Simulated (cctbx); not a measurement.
## A crystallographic session in cctbx: Eu2ZnPtS4O2

Library: cctbx 2025.11. The data are simulated by the first script.

## 1. Simulate the data

run.py:

```python
from cctbx import adptbx, crystal, miller, sgtbx, xray
from cctbx.array_family import flex
from iotbx.shelx import hklf
from scitbx import matrix
import scitbx.random

cs = crystal.symmetry(unit_cell=(6.389, 6.628, 10.808, 90, 125.2, 90), space_group_symbol='Hall: -P 2ybc')  # P2_1/c
atoms = [  # label, site, U (iso, or U11 U22 U33 U12 U13 U23 in A^2), occupancy
    ("Pt1", (0, 0, 0), (0.0092, 0.0104, 0.0092, 0.0008, 0.0054, 0.0009), 1),
    ("Eu1", (0.731, 0.439, 0.748), (0.0118, 0.0119, 0.0119, 0.0001, 0.0068, 0.0000), 1),
    ("Zn1", (0.5, 0, 0.5), (0.0149, 0.0153, 0.0149, -0.0026, 0.0075, -0.0039), 1),
    ("S1", (0.7601, 0.7125, 0.9454), (0.0184, 0.0180, 0.0153, 0.0000, 0.0098, 0.0017), 1),
    ("S2", (0.8554, 0.0347, 0.7513), (0.0159, 0.0205, 0.0174, 0.0016, 0.0094, 0.0017), 1),
    ("O1", (0.6462, 0.1965, 0.9443), (0.0325, 0.0333, 0.0325, 0.0007, 0.0186, -0.0008), 1),
]
xs = xray.structure(crystal_symmetry=cs)
for label, site, u, occ in atoms:
    u = adptbx.u_cif_as_u_star(cs.unit_cell(), u) if isinstance(u, tuple) else u
    xs.add_scatterer(xray.scatterer(label, site=site, u=u, occupancy=occ))
xs.set_inelastic_form_factors(0.7749, "sasaki")
xs.show_summary()
p1 = xs.expand_to_p1()
ms = miller.build_set(p1, anomalous_flag=True, d_min=0.77)
flex.set_random_seed(178654)
scitbx.random.set_random_seed(178654)
ms = ms.select(flex.random_double(ms.size()) < 0.8)
i = ms.structure_factors_from_scatterers(p1, algorithm="direct").f_calc().as_intensity_array().data()
i = i * 5000 / flex.max(i)
sig = flex.sqrt(i + flex.pow2(0.06 * i) + 4 ** 2)
noise = scitbx.random.variate(scitbx.random.normal_distribution())(i.size())
data = ms.array(data=i + sig * noise, sigmas=sig).set_observation_type_xray_intensity()
with open("data.hkl", "w") as f:
    data.export_as_shelx_hklf(f)
print("reflections written:", data.size(), " <I/sigma> = %.1f" % flex.mean(data.data() / data.sigmas()))
for h, a, b in list(data.sort("data"))[:12]:
    print("%4d%4d%4d %9.1f %7.1f" % (h + (a, b)))
```

```console
$ python run.py
```

```text
Number of scatterers: 6
At special positions: 2
Unit cell: (6.389, 6.628, 10.808, 90, 125.2, 90)
Space group: P 1 21/c 1 (No. 14)
reflections written: 2724  <I/sigma> = 7.1
   0   0  -4    5315.0   308.2
   0   0   4    5010.7   308.2
  -1  -1   3    3984.5   214.4
   2   2  -2    3883.3   231.2
   1   1   1    3699.2   220.0
   1   1  -3    3689.4   214.4
   2   0  -6    3640.8   220.1
   2  -2  -2    3585.2   231.2
  -1  -1  -1    3535.3   220.0
  -1   1   3    3507.2   214.4
  -1   1  -1    3451.9   220.0
   3   1  -5    3363.6   203.5
```

It took 0.28 s on 1 thread of Arm Neoverse V2, on a shared host, peak memory 0.07 GiB.

## 2. Symmetry

run.py:

```python
from cctbx import crystal, sgtbx, statistics
from cctbx.array_family import flex
from iotbx.shelx import hklf

p1 = crystal.symmetry(unit_cell=(6.389, 6.628, 10.808, 90, 125.2, 90), space_group_symbol="P 1")
raw = hklf.reader(file_name="data.hkl").as_miller_arrays(crystal_symmetry=p1, anomalous=True)[0]
print(raw.size(), "reflections to d = %.3f A" % raw.d_min())
isig = raw.data() / raw.sigmas()
print("centring   violations  <I/sigma> of those")
best = "P"
for c in "ABCIRF":
    a = raw.customized_copy(space_group_info=sgtbx.space_group_info("Hall: %s 1" % c)).sys_absent_flags().data()
    m = flex.mean(isig.select(a))
    print("%5s %10d of %5d %8.1f" % (c, (isig.select(a) > 4).count(True), a.count(True), m))
    if (isig.select(a) > 4).count(True) < 0.01 * a.count(True):
        best = c
raw = raw.select(~raw.customized_copy(space_group_info=sgtbx.space_group_info("Hall: %s 1" % best)).sys_absent_flags().data())
isig = raw.data() / raw.sigmas()
rows = []
for s in sgtbx.space_group_symbol_iterator():
    g = sgtbx.space_group(s)
    if g.conventional_centring_type_symbol() != best or not g.is_compatible_unit_cell(p1.unit_cell(), 1e-3, 0.02):
        continue
    rows.append((s, g))
print("Laue class    unique    Rint  (classes that these axes allow; Friedel mates merged)")
rint = {}
for s, g in rows:
    laue = g.build_derived_patterson_group()
    key = laue.type().hall_symbol()
    if key not in rint:
        m = raw.customized_copy(space_group_info=laue.info(), anomalous_flag=False).merge_equivalents()
        rint[key] = m.r_int()
        print("%-14s %6d %7.3f" % (laue.type().lookup_symbol(), m.array().size(), m.r_int()))
floor = min(rint.values())
good = [(s, g) for s, g in rows if rint[g.build_derived_patterson_group().type().hall_symbol()] < 2 * floor + 0.03]
top = max(g.build_derived_patterson_group().order_z() for s, g in good)
print("space group    extra absences  I>4sigma  <I/sigma>")
for s, g in good:
    laue = g.build_derived_patterson_group()
    if laue.order_z() != top:
        continue
    a = raw.customized_copy(space_group_info=g.info()).sys_absent_flags().data()
    a &= ~raw.customized_copy(space_group_info=laue.info()).sys_absent_flags().data()
    bad = (isig.select(a) > 4).count(True)
    if bad <= 0.03 * a.count(True):
        print("%-16s %8d %10d %9s  %s" % (s.universal_hermann_mauguin(), a.count(True), bad, "%.1f" % flex.mean(isig.select(a)) if a.count(True) else "-", "centric" if g.is_centric() else "acentric"))
laue = max(good, key=lambda t: t[1].build_derived_patterson_group().order_z())[1].build_derived_patterson_group()
f = raw.customized_copy(space_group_info=laue.info(), anomalous_flag=False).merge_equivalents().array().eliminate_sys_absent().f_sq_as_f()
f.set_observation_type_xray_amplitude()
bins = max(3, min(8, f.size() // 12))
f.setup_binner(n_bins=bins)
w = statistics.wilson_plot(f, {e: n / laue.order_z() for e, n in {'Pt': 2.0, 'Eu': 4.0, 'Zn': 2.0, 'S': 8.0, 'O': 4.0}.items()}, e_statistics=True)
print("Wilson B = %.2f A^2   <|E^2-1|> = %.3f (0.968 centric, 0.736 acentric)   E^2>4: %.1f %%" % (w.wilson_b, w.mean_e_sq_minus_1, w.percent_e_sq_gt_2))
print("shell (A)         n   <I/sigma>")
m = raw.customized_copy(space_group_info=laue.info(), anomalous_flag=False).merge_equivalents().array().eliminate_sys_absent()
for b in m.setup_binner(n_bins=bins).range_used():
    sel = m.binner().selection(b)
    print("%5.2f - %4.2f %6d %8.1f" % (min(m.binner().bin_d_range(b)[0] if m.binner().bin_d_range(b)[0] > 0 else 99, 99), m.binner().bin_d_range(b)[1], sel.count(True), flex.mean((m.data() / m.sigmas()).select(sel))))
```

```console
$ python run.py
```

```text
2724 reflections to d = 0.770 A
centring   violations  <I/sigma> of those
    A        807 of  1355      5.8
    B       1072 of  1370      7.7
    C        821 of  1387      5.2
    I        919 of  1366      6.9
    R       1251 of  1818      7.1
    F       1350 of  2056      6.2
Laue class    unique    Rint  (classes that these axes allow; Friedel mates merged)
P -1             1645   0.050
P 1 2/m 1         935   0.058
space group    extra absences  I>4sigma  <I/sigma>
P 1 2 1                 0          0         -  acentric
P 1 21 1                7          0       0.8  acentric
P 1 m 1                 0          0         -  acentric
P 1 c 1               125          0      -0.1  acentric
P 1 2/m 1               0          0         -  centric
P 1 21/m 1              7          0       0.8  centric
P 1 2/c 1             125          0      -0.1  centric
P 1 21/c 1            132          0      -0.1  centric
Wilson B = 0.94 A^2   <|E^2-1|> = 0.945 (0.968 centric, 0.736 acentric)   E^2>4: 5.3 %
shell (A)         n   <I/sigma>
 8.83 - 1.54    124     11.6
 1.54 - 1.22    120     11.2
 1.22 - 1.07    118     12.8
 1.07 - 0.97    116     10.9
 0.97 - 0.90    109     10.9
 0.90 - 0.85    112     10.7
 0.85 - 0.81    113      9.0
 0.81 - 0.77    123      8.5
```

Time: 0.29 s.

## 3. Charge flipping

run.py:

```python
import itertools
from cctbx import crystal, maptbx
from cctbx.array_family import flex
from iotbx.shelx import hklf
from smtbx.ab_initio import charge_flipping as cf

cs = crystal.symmetry(unit_cell=(6.389, 6.628, 10.808, 90, 125.2, 90), space_group_symbol='Hall: -P 2ybc')  # P2_1/c
raw = hklf.reader(file_name="data.hkl").as_miller_arrays(crystal_symmetry=cs, anomalous=True)[0]
merged = raw.eliminate_sys_absent().merge_equivalents()
fo2 = merged.array().set_observation_type_xray_intensity()
f = fo2.average_bijvoet_mates().f_sq_as_f().resolution_filter(d_min=0.8)
p1 = f.expand_to_p1()
p1.setup_binner_counting_sorted(reflections_per_bin=max(40, p1.size() // 12))
work = p1.array(data=p1.data() / p1.amplitude_quasi_normalisations().data())
flex.set_random_seed(63275)
it = cf.weak_reflection_improved_iterator(delta=None, weak_reflection_fraction=0.2)
it.start(work, phases=flex.random_double(p1.size()) * 6.2832, f_000=0)
it.delta = 1.1 * it.rho_map.sigma()
print("cycle      R  skewness")
for n, st in enumerate(itertools.islice(it, 300)):
    if n % 25 == 0:
        print("%5d %6.3f %8.2f" % (n, st.r1_factor(), st.rho_map.skewness()))
rho = p1.phase_transfer(it.f_calc).fft_map().apply_volume_scaling()
polish = cf.low_density_elimination_iterator(constant_rho_c=rho.sigma())
polish.start(f_obs=p1, phases=it.f_calc, f_000=0)
for _ in range(8):
    next(polish)
print("origin shift          correlation  skewness")
maps = []
for fc, shift, cc in itertools.islice(cf.f_calc_symmetrisations(f, polish.f_calc, 0), 4):
    m = f.phase_transfer(fc).fft_map(symmetry_flags=maptbx.use_space_group_symmetry, resolution_factor=0.25).apply_sigma_scaling()
    maps.append((m.skewness(), cc, m))
    print("%6.3f %6.3f %6.3f %10.3f %9.2f" % (tuple(shift) + (cc, m.skewness())))
skew, cc, m = max((t for t in maps if t[1] > maps[0][1] - 0.04), key=lambda t: t[0])
print("taken: symmetry correlation %.3f, skewness %.2f" % (cc, skew))
peaks = m.peak_search(parameters=maptbx.peak_search_parameters(min_distance_sym_equiv=0.9, max_clusters=11)).all()
sps = cs.special_position_settings(min_distance_sym_equiv=0.5)
print("peak      x       y       z  mult  height/sigma")
for k, (x, h) in enumerate(zip(peaks.sites(), peaks.heights())):
    ss = sps.site_symmetry(x)
    print("Q%-3d %7.4f %7.4f %7.4f %4d %8.1f" % ((k + 1,) + tuple(t % 1 for t in ss.exact_site()) + (ss.multiplicity(), h)))
```

```console
$ python run.py
```

```text
cycle      R  skewness
    0  0.589     0.29
   25  0.496     1.66
   50  0.496     2.26
   75  0.514     2.31
  100  0.511     2.35
  125  0.506     2.32
  150  0.524     2.27
  175  0.509     3.08
  200  0.485     3.64
  225  0.477     3.90
  250  0.470     3.86
  275  0.478     3.70
origin shift          correlation  skewness
 0.310  0.428  0.475      0.947      4.25
 0.440  0.409  0.352      0.945      5.10
 0.060  0.429  0.223      0.933      3.42
 0.182  0.420  0.100      0.936      3.75
taken: symmetry correlation 0.945, skewness 5.10
peak      x       y       z  mult  height/sigma
Q1    0.1338  0.0375  0.3766    4     15.0
Q2    0.3939  0.0321  0.1293    4     12.3
Q3    0.1443  0.7093  0.7239    4      2.6
Q4    0.0597  0.0776  0.0147    4      2.2
Q5    0.4049  0.2243  0.4729    4      2.1
Q6    0.1561  0.0817  0.2026    4      2.0
Q7    0.0620  0.5255  0.9485    4      1.9
Q8    0.2528  0.0171  0.7245    4      1.8
Q9    0.1427  0.7163  0.0969    4      1.7
Q10   0.2329  0.1858  0.8572    4      1.7
Q11   0.3314  0.0268  0.9097    4      1.6
```

Time: 0.43 s.

## 4. Refinement (model from the peaks)

run.py:

```python
import math
from cctbx import adptbx, crystal, maptbx, sgtbx, xray
from cctbx.array_family import flex
from cctbx.xray import observations
from iotbx.shelx import hklf
from scitbx.lstbx import normal_eqns_solving
from smtbx import absolute_structure, utils
from smtbx.refinement import constraints, least_squares

cs = crystal.symmetry(unit_cell=(6.389, 6.628, 10.808, 90, 125.2, 90), space_group_symbol='Hall: -P 2ybc')  # P2_1/c
atoms = [  # label, site, U (iso, or U11 U22 U33 U12 U13 U23 in A^2), occupancy
    ("Eu1", (0.1338, 0.0375, 0.3766), 0.0200, 1),
    ("S1", (0.1443, 0.7093, 0.7239), 0.0200, 1),
    ("S2", (0.0597, 0.0776, 0.0147), 0.0200, 1),
    ("O1", (0.4049, 0.2243, 0.4729), 0.0200, 1),
]
xs = xray.structure(crystal_symmetry=cs)
for label, site, u, occ in atoms:
    u = adptbx.u_cif_as_u_star(cs.unit_cell(), u) if isinstance(u, tuple) else u
    xs.add_scatterer(xray.scatterer(label, site=site, u=u, occupancy=occ))
xs.set_inelastic_form_factors(0.7749, "sasaki")
raw = hklf.reader(file_name="data.hkl").as_miller_arrays(crystal_symmetry=cs, anomalous=True)[0]
merged = raw.eliminate_sys_absent().merge_equivalents()
fo2 = merged.array().set_observation_type_xray_intensity()
print("Rint %.3f, %d unique reflections to %.2f A" % (merged.r_int(), fo2.size(), fo2.d_min()))
for sc in xs.scatterers():
    sc.flags.set_grad_site(True)
    sc.flags.set_grad_u_aniso(sc.flags.use_u_aniso())
    sc.flags.set_grad_u_iso(sc.flags.use_u_iso())
obs = fo2.as_xray_observations()
extra = {}
rep = constraints.reparametrisation(xs, [], utils.connectivity_table(xs), **extra)
ls = least_squares.crystallographic_ls(obs, rep, weighting_scheme=least_squares.mainstream_shelx_weighting(a=0, b=0))
print("cycle     R1     wR2    GooF  max shift (A)")
for cycle in range(6):
    ls.build_up()
    r1, wr2, goof = ls.r1_factor(cutoff_factor=2)[0], ls.wR2(), ls.goof()
    old = xs.sites_cart()
    normal_eqns_solving.levenberg_marquardt_iterations(ls, n_max_iterations=3, tau=0.0001, step_threshold=1e-7)
    big = flex.max((xs.sites_cart() - old).norms())
    print("%4d %7.4f %7.4f %7.3f %9.5f" % (cycle + 1, r1, wr2, goof, big))
    ls.build_up(objective_only=True)
    if abs(ls.wR2() - wr2) < 5e-5 and big < 5e-4:
        break
ls.build_up()
print("final R1 %.4f wR2 %.4f GooF %.3f  parameters %d  data/parameter %.1f" % (ls.r1_factor(cutoff_factor=2)[0], ls.wR2(), ls.goof(), ls.n_parameters, fo2.size() / ls.n_parameters))
cov = ls.covariance_matrix_and_annotations()
su = dict(zip(cov.annotations, (math.sqrt(max(v, 0)) for v in cov.matrix.matrix_packed_u_diagonal())))
a2 = cs.unit_cell().reciprocal_parameters()[0] ** -2
print("atom        x        y        z      Ueq    occ   su(xyz)  su(Uiso or U11)")
for sc in xs.scatterers():
    s = max(su.get(sc.label + k, 0) for k in (".x", ".y", ".z"))
    npd = "" if sc.is_positive_definite_u(cs.unit_cell()) else "  NPD"
    print("%-5s %8.5f %8.5f %8.5f %8.4f %6.3f %8.5f %7.4f%s" % ((sc.label,) + sc.site + (sc.u_iso_or_equiv(cs.unit_cell()), sc.occupancy, s, su.get(sc.label + ".uiso", su.get(sc.label + ".u11", 0) * a2), npd)))
fo = fo2.f_sq_as_f()
fc = fo.structure_factors_from_scatterers(xs, algorithm="direct").f_calc()
diff = fo.f_obs_minus_f_calc(1 / math.sqrt(ls.scale_factor()), fc).average_bijvoet_mates()
m = diff.fft_map(symmetry_flags=maptbx.use_space_group_symmetry, resolution_factor=0.25).apply_volume_scaling()
print("difference map: max %.2f min %.2f rms %.2f" % (m.statistics().max(), m.statistics().min(), m.statistics().sigma()))
peaks = m.peak_search(parameters=maptbx.peak_search_parameters(min_distance_sym_equiv=0.6, max_clusters=7)).all()
near = xs.closest_distances(peaks.sites(), distance_cutoff=4)
sps = cs.special_position_settings(min_distance_sym_equiv=0.5)
for k, (x, h) in enumerate(zip(peaks.sites(), peaks.heights())):
    ss = sps.site_symmetry(x)
    print("Q%-3d %7.4f %7.4f %7.4f %4d %7.2f  %.2f A from %s" % ((k + 1,) + tuple(t % 1 for t in ss.exact_site()) + (ss.multiplicity(), h, near.smallest_distances[k], xs.scatterers()[near.i_seqs[k]].label)))
```

```console
$ python run.py
```

```text
Rint 0.058, 857 unique reflections to 0.77 A
cycle     R1     wR2    GooF  max shift (A)
   1  0.7637  0.9571  13.662   0.50918
   2  0.6644  0.9013  12.865   0.33784
   3  0.6546  0.8971  12.805   0.41571
   4  0.6520  0.8960  12.789   1.08630
   5  0.6406  0.8902  12.707   0.43116
   6  0.6104  0.8727  12.457   0.21776
final R1 0.5372 wR2 0.8274 GooF 11.811  parameters 16  data/parameter 53.6
atom        x        y        z      Ueq    occ   su(xyz)  su(Uiso or U11)
Eu1    0.13982  0.02398  0.37620   0.0152  1.000  0.00222  0.0028
S1     0.08323  0.70772  0.68405   0.0118  1.000  0.01017  0.0083
S2     0.40646  0.03862  0.12570   0.0001  1.000  0.00762  0.0051
O1     0.39325  0.09201  0.39270   0.0728  1.000  0.05669  0.0691
difference map: max 140.01 min -40.63 rms 10.58
Q1    0.1341  0.0425  0.3762    4  146.25  0.13 A from Eu1
Q2    0.3977  0.0678  0.1288    4  136.49  0.21 A from S2
Q3    0.2832  0.0164  0.6201    4   43.88  2.24 A from Eu1
Q4    0.9998  0.0569  0.8689    4   39.62  1.12 A from S1
Q5    0.1209  0.7099  0.6820    4   37.20  0.25 A from S1
Q6    0.3746  0.7073  0.8071    4   30.52  1.54 A from S1
Q7    0.5000  0.0000  0.0000    2   26.47  1.79 A from S2
```

Time: 0.72 s.

Figures of merit this high mean that the model is still wrong or incomplete.

## 5. Charge flipping

run.py, as its changes from the last script of this kind:

```diff
@@ -13,3 +13,2 @@
-p1.setup_binner_counting_sorted(reflections_per_bin=max(40, p1.size() // 12))
-work = p1.array(data=p1.data() / p1.amplitude_quasi_normalisations().data())
-flex.set_random_seed(63275)
+work = p1
+flex.set_random_seed(63276)
@@ -20,2 +19,2 @@
-for n, st in enumerate(itertools.islice(it, 300)):
-    if n % 25 == 0:
+for n, st in enumerate(itertools.islice(it, 600)):
+    if n % 50 == 0:
```

```console
$ python run.py
```

```text
cycle      R  skewness
    0  0.554     0.32
   50  0.326     5.71
  100  0.316     5.51
  150  0.307     5.39
  200  0.303     5.25
  250  0.307     5.25
  300  0.306     5.17
  350  0.324     5.15
  400  0.329     5.30
  450  0.317     5.35
  500  0.321     5.29
  550  0.309     5.12
origin shift          correlation  skewness
 0.174  0.262  0.459      0.824      1.40
 0.048  0.259  0.082      0.815      1.56
 0.424  0.260  0.209      0.816      1.29
 0.171  0.009  0.461      0.812      0.97
taken: symmetry correlation 0.815, skewness 1.56
peak      x       y       z  mult  height/sigma
Q1    0.0310  0.5298  0.2047    4      9.4
Q2    0.0870  0.0653  0.5185    4      6.2
Q3    0.3120  0.0451  0.4538    4      5.9
Q4    0.2413  0.0362  0.0496    4      5.3
Q5    0.1867  0.9973  0.2168    4      5.2
Q6    0.4367  0.0735  0.0007    4      4.1
Q7    0.5040  0.0344  0.1989    4      3.9
Q8    0.1933  0.6730  0.7632    4      3.8
Q9    0.4913  0.2260  0.1898    4      3.6
Q10   0.0923  0.6754  0.9942    4      3.5
Q11   0.4576  0.7231  0.6796    4      3.2
```

Time: 0.5 s.

## 6. Charge flipping

run.py, as its changes from the last script of this kind:

```diff
@@ -13,2 +13,3 @@
-work = p1
-flex.set_random_seed(63276)
+p1.setup_binner_counting_sorted(reflections_per_bin=max(40, p1.size() // 12))
+work = p1.array(data=p1.data() / p1.amplitude_quasi_normalisations().data())
+flex.set_random_seed(63277)
```

```console
$ python run.py
```

```text
cycle      R  skewness
    0  0.574     0.20
   50  0.482     3.75
  100  0.479     3.72
  150  0.477     3.77
  200  0.485     3.89
  250  0.503     3.98
  300  0.476     3.61
  350  0.475     3.66
  400  0.490     3.71
  450  0.471     4.00
  500  0.477     3.81
  550  0.472     3.89
origin shift          correlation  skewness
 0.225  0.049  0.111      0.879      2.41
 0.350  0.046  0.486      0.869      1.95
 0.475  0.050  0.362      0.865      1.57
 0.101  0.046  0.236      0.867      1.95
taken: symmetry correlation 0.879, skewness 2.41
peak      x       y       z  mult  height/sigma
Q1    0.2167  0.5605  0.7446    4     11.8
Q2    0.5000  0.0000  0.0000    2      9.2
Q3    0.0000  0.0000  0.5000    2      5.8
Q4    0.1016  0.5311  0.3192    4      4.2
Q5    0.3994  0.0162  0.1231    4      4.2
Q6    0.3442  0.0788  0.5709    4      3.9
Q7    0.3997  0.5209  0.1812    4      3.7
Q8    0.1349  0.9846  0.3646    4      3.4
Q9    0.2788  0.5657  0.9864    4      3.3
Q10   0.3145  0.2510  0.3184    4      3.2
Q11   0.1418  0.0966  0.9294    4      3.1
```

Run time: 0.51 s on 1 thread of Arm Neoverse V2, with other jobs on the host, peak memory 0.08 GiB.

[Logs are printed without paths, hosts, clocks, repeated set-up lines and the standing remarks that a program may print on its own settings, such as how far it seeks lower states.]
